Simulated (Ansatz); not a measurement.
## Ba (Im-3m): Drude plasma energy against volume

The cell of Ba (Im-3m) is scaled evenly and the response computed anew at each volume, on one mesh.

Cell: a, b, c = 4.341, 4.341, 4.341 Å (primitive vectors), 1 atoms.

Method: Ansatz 0.2.0, r2SCAN, independent particles, k-mesh 12×12×12 with interpolation inside its cells, Gaussian parameter 0.1 eV.

Launch of the response step: `ansatz run input.yaml --threads 4 --pin off --max-ram 8192MiB --backend cpu --events-out ev --progress --plain --runs-dir out`. The series took 5.9 min in all, on 4 threads of Intel(R) Xeon(R) Processor @ 2.50GHz (Skylake/Cascade Lake) (shared host).

```tsv
V/V₀	V (Å³, primitive cell)	Drude plasma energy (eV)
0.94	59.21	3.241
0.96	60.47	3.159
0.98	61.73	3.081
1.00	62.99	3.007
1.02	64.25	?
1.04	65.51	2.870
1.06	66.77	2.808
```

For small changes the quantity should be close to linear in ln V.

Working, on the rows shown:

| x = ln(V/V₀) | y = Drude plasma energy |
| --- | --- |
| -0.0618754 | 3.241 |
| -0.040822 | 3.159 |
| -0.0202027 | 3.081 |
| 0 | 3.007 |
| 0.0392207 | 2.87 |
| 0.0582689 | 2.808 |

Means: x̄ = -0.0042351, ȳ = 3.0277. Σ(x − x̄)(y − ȳ) = -0.03862, Σ(x − x̄)² = 0.01073. Slope = -0.03862 / 0.01073 = -3.6; intercept = ȳ − slope · x̄ = 3.0124. The line misses the rows shown by at most 0.0058 eV.

**Question.** What does the fit predict for the withheld row, and how well does it do?

**Answer.** At x = 0.019803 the line gives y = 2.9411 eV. The run gave 2.937 eV, so the interpolation is off by 0.0041 eV, 1.0 % of the range in the table.

Between the rows on either side of x = 0 the slope is (2.937 − 3.081) / (0.019803 − (-0.020203)) = -3.6. So d ln ωp/d ln V = -1.20; free electrons would give −0.50. The cell comes from an older database entry, whose edges can be off by a per cent or so. The values come from a sum over the points of one k-mesh and carry its error, which is largest for Fermi-surface quantities. Spin-orbit coupling is left out.

[Logs are printed without paths, hosts, clocks, repeated set-up lines and the standing remarks that a program may print on its own settings, such as how far it seeks lower states.]
